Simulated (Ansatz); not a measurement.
# The potential step between two gates: black phosphorene bilayer, AB

Two oppositely charged gates put a neutral stack in a displacement field D. The voltage between them is D/ε₀ times an electrical distance, shorter than the real one because the stack screens.

**Method.** Ansatz 0.2.0, plane waves with PAW datasets (its set soft_2), PBE-D3(BJ); isolated slab, charged sheets 6 Å from the outer atoms behind model barriers, atoms held. Voltages count from the uncharged case.

```tsv
run	D/ε₀ (V/nm)	step in an electron's potential, upper less lower gate (eV)
run 1	−1.810	−1.792
run 2	0.000	0.000
run 3	0.905	0.896
run 4	1.810	1.792
run 5	2.714	2.688
run 6	3.619	?
```

**Question.** What value belongs in the row marked “?”, and how far can the other rows tell?

A least-squares line through the 5 rows shown has slope 0.9902 and intercept 0.0001; no row lies more than 0.001 eV off it. The size of the slope, 0.990 nm, is the electrical distance; the sheets are 1.924 nm apart, and screening reaches beyond the outer atoms. At 3.619 it gives 0.9902 × 3.619 + 0.0001 = 3.584 eV, beyond the rows fitted. Rounding and scatter of the rows alone allow about ±0.001 eV there.

The run itself gives 3.583 eV: a miss of −0.001 eV, or 0.0 % of the value. Screening stays linear to within 1 % over this range.

Caveats: The gates are model sheets, not atoms.

[Logs are printed without paths, hosts, clocks, repeated set-up lines and the standing remarks that a program may print on its own settings, such as how far it seeks lower states.]
